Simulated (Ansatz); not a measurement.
# SnMoPt in the AlB2 type: lattice stability ahead of a resistivity run

The plan: relax SnMoPt in the AlB2 type, check its phonons, and, if the lattice is stable, compute its Eliashberg function and ρ(T).

Method: DFT PBEsol, scalar-relativistic, plane waves, PAW; PAW set soft_1, in Ansatz 0.2.0.

Most raw output is cut from this account.

The structure was built from a prototype and need not be the compound's stable phase.

### Step 1. The starting structure

It takes space group P-6m2 (No. 187, hexagonal). The conventional cell has a = 3.988 Å, b = 3.988 Å, c = 4.188 Å, α = 90.00°, β = 90.00°, γ = 120.00°. Mo has 6 Pt at 3.11 Å and 6 Sn at 3.11 Å nearest. Sn has 3 Pt at 2.30 Å and 6 Mo at 3.11 Å nearest. Nearest to Pt lie 3 Sn at 2.30 Å and 6 Mo at 3.11 Å. Farther neighbours are not listed.

### Step 2. Rough relaxation

The start is far from rest, so a relaxation with loose thresholds does the first part.

Contents of input.yaml:

```yaml
crystal:
  lattice:
    - [3.98828, 0.0, 0.0]
    - [-1.99414, 3.45395, 0.0]
    - [0.0, 0.0, 4.1877]
  atoms:
    - { symbol: Mo, position: [0.0, 0.0, 0.0] }
    - { symbol: Sn, position: [0.33333333, 0.66666667, 0.5] }
    - { symbol: Pt, position: [0.66666667, 0.33333333, 0.5] }
kpoints:
  mp_grid: { grid: [6, 6, 6] }
hamiltonian:
  xc: pbesol
  pseudopotentials: { kind: paw, azcp: { folder: soft_1 }, xc_functional: pbe }
scf:
  occupations: { method: gaussian, width: 0.1 }
output:
  forces: true
  stress: true
  eigenvalues: true
relax:
  adjacent_minimum: "off"
  f_tol: 0.05
  max_steps: 80
  cell: { stress_tol: 0.5 }
```

Command:

```sh
$ ansatz run input.yaml --threads 4 --pin off --max-ram 12288MiB --backend cpu --events-out ev --progress --plain --runs-dir out
```

The job ended after 13 s (4 threads of Arm Neoverse V2, shared host; peak memory 0.41 GiB; 46 s of CPU time).

The steps of the relaxation:

```
step  energy less that of the first step (eV)  largest force component (eV/Å)  pressure (GPa)  volume (Å³)
   1                                   0.0000                          0.0000           14.46        57.69
   2                                  -1.0126                          0.0000           -1.23        59.79
   3                                  -1.4763                          0.0000           -1.48        57.94
   4                                  -1.8987                          0.0000           -1.42        56.09
   5                                  -2.2786                          0.0000           -0.49        54.13
   6                                  -2.6269                          0.0000            0.90        52.28
   7                                  -2.8680                          0.0000            3.26        50.61
   8                                  -2.8888                          0.0000           -3.49        51.92
   9                                  -2.8992                          0.0000            0.26        50.99
 10*                                  -2.9056                          0.0000            0.55        50.99
  11                                  -2.9059                          0.0000            0.02        51.11
 12*                                  -2.9059                          0.0000            0.02        51.11
```

Relaxation steps marked * repeat the geometry before them on a plane-wave basis chosen anew for their cell, so energy and pressure can jump there.

The run keeps the 12 symmetry operations that it works with, so distortions that break them were not tested.

```
     cell as run  before  after   change
           a (Å)   3.988  4.507  +13.0 %
           b (Å)   3.988  4.507  +13.0 %
           c (Å)   4.188  2.905  -30.6 %
volume (Å³/atom)   19.23  17.04  -11.4 %
```

Final coordinates:

```
Mo Sn Pt
1.0
     4.50700    0.00000    0.00000
    -2.25350    3.90318    0.00000
     0.00000    0.00000    2.90537
Mo Sn Pt
1 1 1
Direct
  0.00000 0.00000 0.00000
  0.33333 0.66667 0.50000
  0.66667 0.33333 0.50000
```

This step gave:

```yaml
pressure: 0.02120 GPa
volume_per_atom: 17.04 Å³/atom
metallic_on_mesh: yes
gap_on_the_k_mesh: 0 eV
```

The largest force is now zero by symmetry and the largest stress component 0.035 GPa.

### Step 3. Relaxation

The structure is brought to rest under this functional.

input.yaml, the sections that differ from step 2:

```yaml
crystal:
  lattice:
    - [4.5070027777, 0.0, 0.0]
    - [-2.2535013889, 3.9031789004, 0.0]
    - [0.0, 0.0, 2.9053742215]
  atoms:
    - { symbol: Mo, position: [0.0, 0.0, 0.0] }
    - { symbol: Sn, position: [0.3333333333, 0.6666666667, 0.5] }
    - { symbol: Pt, position: [0.6666666667, 0.3333333333, 0.5] }
kpoints:
  mp_grid: { grid: [9, 9, 10] }
relax:
  adjacent_minimum: "off"
  f_tol: 0.005
  max_steps: 80
  cell: { stress_tol: 0.05 }
# hamiltonian, scf, output: as in step 2
```

It took 14 s on 4 threads; peak memory 0.47 GiB; 51 s of CPU time.

Relaxation path:

```
step  energy less that of the first step (eV)  largest force component (eV/Å)  pressure (GPa)  volume (Å³)
   1                                   0.0000                          0.0000           -0.06        51.11
   2                                  -0.0003                          0.0000            0.46        50.90
   3                                  -0.0007                          0.0000           -0.41        51.15
   4                                  -0.0009                          0.0000            0.05        51.04
   5                                  -0.0009                          0.0000            0.00        51.05
   6                                  -0.0009                          0.0000            0.00        51.05
```

The log counts 1 steps on a newly chosen plane-wave basis, not all of them marked here; energy and pressure can jump at such steps.

```
conventional cell, symmetrised  before  after  change
                         a (Å)   4.507  4.515  +0.2 %
                         b (Å)   4.507  4.515  +0.2 %
                         c (Å)   2.905  2.892  -0.5 %
              volume (Å³/atom)   17.04  17.02  -0.1 %
```

The relaxed structure:

```cif
data_structure
_symmetry_space_group_name_H-M 'P 1'
_symmetry_Int_Tables_number 1
_cell_length_a 4.5149
_cell_length_b 4.5149
_cell_length_c 2.8918
_cell_angle_alpha 90.000
_cell_angle_beta 90.000
_cell_angle_gamma 120.000
_cell_volume 51.05
loop_
_atom_site_label
_atom_site_type_symbol
_atom_site_fract_x
_atom_site_fract_y
_atom_site_fract_z
_atom_site_occupancy
Mo1 Mo 0.00000 0.00000 0.00000 1
Sn2 Sn 0.33333 0.66667 0.50000 1
Pt3 Pt 0.66667 0.33333 0.50000 1
```

This step gave:

```yaml
pressure: -4.08e-4 GPa
volume_per_atom: 17.02 Å³/atom
```

The largest force is now zero by symmetry and the largest stress component 6.2e-4 GPa.

### Step 4. Tight relaxation

No force is left; the cell is relaxed once more with another smearing and tight thresholds.

input.yaml, the sections that differ from step 3:

```yaml
crystal:
  lattice:
    - [4.5148670052, 0.0, 0.0]
    - [-2.2574335026, 3.9099895212, 0.0]
    - [0.0, 0.0, 2.8917935037]
  atoms:
    - { symbol: Mo, position: [0.0, 0.0, 0.0] }
    - { symbol: Sn, position: [0.3333333333, 0.6666666667, 0.5] }
    - { symbol: Pt, position: [0.6666666667, 0.3333333333, 0.5] }
scf:
  occupations: { method: methfessel_paxton, width: 0.2 }
relax:
  adjacent_minimum: "off"
  f_tol: 0.001
  max_steps: 60
  cell: { stress_tol: 0.01 }
# kpoints, hamiltonian, output: as in step 3
```

Run time: 13 s. Hardware: 4 threads; peak memory 0.47 GiB.

Little changed from the start: no atom moved by 0.005 Å and no cell edge by 0.1 %.

This step gave:

| Property | Result |
| --- | --- |
| pressure | 3.57e-5 GPa |
| volume per atom | 17.01 Å³/atom |

The largest force is now zero by symmetry and the largest stress component 1.0e-4 GPa, small enough for phonons.

### Step 5. Phonons: q 2×2×2, k 4×4×6

Couplings are defined for a stable lattice alone, so phonons come first.

Contents of input.yaml:

```yaml
crystal:
  lattice:
    - [4.5153980866, 0.0, 0.0]
    - [-2.2576990433, 3.9104494512, 0.0]
    - [0.0, 0.0, 2.8903834709]
  atoms:
    - { symbol: Mo, position: [0.0, 0.0, 0.0] }
    - { symbol: Sn, position: [0.3333333333, 0.6666666667, 0.5] }
    - { symbol: Pt, position: [0.6666666667, 0.3333333333, 0.5] }
kpoints:
  mp_grid: { grid: [4, 4, 6] }
hamiltonian:
  xc: pbesol
  pseudopotentials: { kind: paw, azcp: { folder: soft_1 }, xc_functional: pbe }
scf:
  occupations: { method: methfessel_paxton, width: 0.2 }
output:
  eigenvalues: true
phonons:
  method: dfpt
  qmesh: [2, 2, 2]
  temperatures: { t_max: 1000, t_step: 50 }
  qpath:
    path:
      - [[0.0, 0.0, 0.0], [0.5, 0.0, 0.0], [0.33333333, 0.33333333, 0.0], [0.0, 0.0, 0.0], [0.0, 0.0, 0.5], [0.5, 0.0, 0.5], [0.33333333, 0.33333333, 0.5], [0.0, 0.0, 0.5]]
      - [[0.5, 0.0, 0.5], [0.5, 0.0, 0.0]]
      - [[0.33333333, 0.33333333, 0.5], [0.33333333, 0.33333333, 0.0]]
    npoints: 10
```

It took 28 s on 4 threads; peak memory 0.56 GiB.

Numbers from this step:

```yaml
share_of_imaginary_modes_in_the_plain_interpolation_between_solved_wavevectors: 0.0643
highest_frequency_solved_or_plainly_interpolated: 219.2 cm⁻¹
```

Solved on the 2×2×2 mesh alone; all other wavevectors are interpolated. Phonon branches along the path, in cm⁻¹:

```
    point  branch 1  branch 2  branch 3  branch 4  branch 5  branch 6  branch 7  branch 8  branch 9
        Γ         0         0         0        38       121       136       136       216       216
  halfway        17        30        43        82       112       113       116       208       218
        M        27        36        66        79        83        98       128       198       219
  halfway         2        37        64        79        82        96       132       197       218
        K       -31        46        63        76        82        92       137       197       218
  halfway         8        37        42        92       105       110       113       206       218
        Γ         0         0         0        38       121       136       136       216       216
  halfway        33        39        39        82       118       118       147       208       208
        A        41        53        78        78        78        78       196       200       200
  halfway       -59        59        62        84       110       118       192       194       204
        L       -67        40        69        90       118       142       188       190       207
  halfway       -68        47        68       103       119       138       180       190       212
        H       -68        52        68       119       121       130       172       189       215
  halfway       -63        59        60        90       113       122       190       191       206
        A        41        53        78        78        78        78       196       200       200
jump to L       -67        40        69        90       118       142       188       190       207
  halfway        26        38        67        86       102       128       146       194       213
        M        27        36        66        79        83        98       128       198       219
jump to H       -68        52        68       119       121       130       172       189       215
  halfway       -33        61        63        94       104       127       145       187       216
        K       -31        46        63        76        82        92       137       197       218
```

Lowest modes at the softest wavevector of the mesh. Modes at q = (0.500, 0.000, 0.500), with each element's share of the kinetic energy (negative means imaginary):

```
mode  frequency (cm⁻¹)  Mo %  Sn %  Pt %
   1             -67.3    85     2    14
   2              40.3     0    33    67
   3              69.4     5     0    94
   4              90.2   100     0     0
   5             117.5     7    21    71
   6             142.2    86     8     6
```

Displacements in mode 1 (-67.3 cm⁻¹), the largest set to 1, in the home cell:
```
Mo1 0.00 0.00 1.00
Sn2 0.11 0.07 0.00
Pt3 0.24 0.14 0.00
```

Displacements in mode 6 (142.2 cm⁻¹), the largest set to 1, in the home cell:
```
Mo1 1.00 0.58 0.00
Sn2 0.00 0.00 0.33
Pt3 0.00 0.00 0.21
```

Among the solved wavevectors the lowest mode, translations apart, is -67.3 cm⁻¹, imaginary.

### Step 6. Phonons: q 3×3×2, k 6×6×8

An imaginary mode on so few k-points may come from the sampling, so the phonons are repeated with another q and k mesh.

Changes to input.yaml since step 5:

```diff
@@ -10,3 +10,3 @@
 kpoints:
-  mp_grid: { grid: [4, 4, 6] }
+  mp_grid: { grid: [6, 6, 8] }
 hamiltonian:
@@ -20,3 +20,3 @@
   method: dfpt
-  qmesh: [2, 2, 2]
+  qmesh: [3, 3, 2]
   temperatures: { t_max: 1000, t_step: 50 }
```

Elapsed: 1.9 min, on 4 threads; peak memory 0.74 GiB; 7.2 min of CPU time.

This step gave:

```yaml
share_of_imaginary_modes_in_the_plain_interpolation_between_solved_wavevectors: 0.0058
highest_frequency_solved_or_plainly_interpolated: 220.3 cm⁻¹
```

Solved on the 3×3×2 mesh alone; all other wavevectors are interpolated. The phonon branches at the labelled points (cm⁻¹):

```
    point  branch 1  branch 2  branch 3  branch 4  branch 5  branch 6  branch 7  branch 8  branch 9
        Γ         0         0         0        41       118       129       129       214       214
  halfway        28        34        50        84       112       113       117       204       218
        M        30        43        64        77        96       101       133       197       220
  halfway         1        39        61        78        95        98       138       198       220
        K       -34        50        56        70        88       102       143       199       219
  halfway        22        40        48        94       104       110       121       202       218
        Γ         0         0         0        41       118       129       129       214       214
  halfway        50        50        57       103       127       127       148       207       207
        A        74        74        76       110       124       124       194       199       199
  halfway        45        62        79       121       129       150       194       195       204
        L        42        49        80       116       126       157       189       199       207
  halfway        39        62        75       115       129       152       181       196       211
        H        36        71        74       112       136       142       174       194       213
  halfway        42        60        79       121       130       151       191       194       206
        A        74        74        76       110       124       124       194       199       199
jump to L        42        49        80       116       126       157       189       199       207
  halfway        43        58        78       103       111       129       159       195       214
        M        30        43        64        77        96       101       133       197       220
jump to H        36        71        74       112       136       142       174       194       213
  halfway        18        60        81       105       108       125       156       190       216
        K       -34        50        56        70        88       102       143       199       219
```

Lowest modes at the softest wavevector of the mesh. Modes at q = (-0.333, -0.333, 0.000), with each element's share of the kinetic energy (negative means imaginary):

```
mode  frequency (cm⁻¹)  Mo %  Sn %  Pt %
   1             -33.5     0    31    69
   2              50.3     0   100     0
   3              55.6     0     0   100
   4              70.4    78    22     0
   5              88.3   100     0     0
   6             102.2    41     0    59
```

Displacements in mode 1 (-33.5 cm⁻¹), the largest set to 1, in the home cell (x, y, z of the real part, then of the imaginary part):
```
Mo1  0.00  0.00  0.00  0.00  0.00  0.00
Sn2 -0.05 -0.87  0.00  0.87 -0.05  0.00
Pt3  0.83  0.55  0.00  0.55 -0.83  0.00
```

Displacements in mode 6 (102.2 cm⁻¹), the largest set to 1, in the home cell (x, y, z of the real part, then of the imaginary part):
```
Mo1  0.50 -0.87  0.00 -0.87 -0.50  0.00
Sn2  0.00  0.00  0.00  0.00  0.00  0.00
Pt3 -0.42  0.73  0.00 -0.73 -0.42  0.00
```

The modes has structure finer than the step of the table below, so its rows give means over 10 cm⁻¹, whole bins alone (the curve runs from -43.5 to 237 cm⁻¹). Peaks (cm⁻¹: height): Mo 55.3: 0.0190, 125.8: 0.0687, 196.3: 0.0110; Pt 55.3: 0.0508, 76.4: 0.0602, 115.2: 0.0262, 214.0: 0.0211; Sn 42.9: 0.0166, 118.7: 0.0134, 196.3: 0.0693, 215.7: 0.0472.

Phonopy on the run's constants, 15x15x19 mesh, Gaussian sigma 2.0 cm⁻¹. The modes by wavenumber; means over each step; values in 1/cm⁻¹/cell:

```
wavenumber (cm⁻¹)       Mo       Pt       Sn
              -30   3.5e-6   8.9e-4   4.0e-4
              -20   2.0e-5  0.00158   7.1e-4
              -10   1.4e-5   8.7e-4   3.9e-4
                0   3.8e-5   5.1e-4   2.4e-4
               10   2.4e-4  0.00169   8.1e-4
               20   9.6e-4  0.00589  0.00288
               30  0.00235   0.0128  0.00658
               40  0.00826   0.0301   0.0145
               50   0.0129   0.0365   0.0128
               60   0.0122   0.0335   0.0127
               70  0.00703   0.0256   0.0103
               80   0.0155   0.0357  0.00646
               90   0.0120  0.00928  0.00735
              100   0.0230  0.00935  0.00591
              110   0.0348   0.0184  0.00916
              120   0.0533   0.0180   0.0109
              130   0.0465  0.00578  0.00649
              140   0.0241  0.00487  0.00608
              150   0.0200  0.00206  0.00722
              160  0.00540   4.0e-4  0.00435
              170  0.00245   2.3e-4  0.00727
              180  0.00210   8.4e-4   0.0145
              190  0.00609  0.00455   0.0387
              200  0.00598   0.0112   0.0481
              210  0.00276   0.0183   0.0402
              220  0.00210   0.0111   0.0250
              230   3.3e-6   2.1e-5   4.6e-5
```

No LO-TO term; unit eigenvectors of the mass-weighted matrix. The modes at Γ (shares of kinetic energy by element, %):

```
mode  frequency (cm⁻¹)  symmetry  Mo %  Sn %  Pt %
   1               0.0   unnamed    23    29    48
   2               0.0   unnamed    23    29    48
   3               0.0   unnamed    23    29    48
   4              41.4      A2''     0    58    41
   5             118.4      A2''    76    13    11
   6             128.6        E'    72     1    27
   7             128.6        E'    72     1    27
   8             214.4        E'     4    70    26
   9             214.4        E'     4    70    26
```

Displacements in mode 4 (41.4 cm⁻¹), the largest set to 1:
```
Mo1  0.00  0.00  0.10
Sn2  0.00  0.00  1.00
Pt3  0.00  0.00 -0.66
```

Displacements in mode 6 (128.6 cm⁻¹), the largest set to 1:
```
Mo1  1.00  0.00  0.00
Sn2 -0.11  0.00  0.00
Pt3 -0.43  0.00  0.00
```

Among the solved wavevectors the lowest mode, translations apart, is -33.5 cm⁻¹, imaginary.

### Step 7. Outcome

| Quantity | Value |
| --- | --- |
| phonon run of the rows without a label of their own | PBEsol, q 3×3×2, k 6×6×8 |
| softest mode on the q mesh | -33.5 cm⁻¹ at q = (-0.333, -0.333, 0) |
| highest frequency, solved or plainly interpolated | 220 cm⁻¹ |

What this shows: The lattice is dynamically unstable at this level: a mode at q = (-0.333, -0.333, 0) is imaginary, 33.5i cm⁻¹, so no harmonic coupling constant or resistivity is defined for this structure. These meshes are coarse, and single modes of a metal can move by tens of cm⁻¹ with the k mesh. The coarser mesh found an imaginary mode at another wavevector, which this mesh lacks. Spin–orbit coupling, left out here, matters for Pt. The phonon runs are not spin-polarised. The PAW files were made for PBE; under other functionals the run regenerates their frozen core. The structure was built by hand as an ordered model, and its stability against other phases was not tested.

[Logs are printed without paths, hosts, clocks, repeated set-up lines and the standing remarks that a program may print on its own settings, such as how far it seeks lower states.]

[Hosts, paths, dates, database ids (printed as entryN), source tags and the programs' standing remarks are cut or masked in the printed files.]
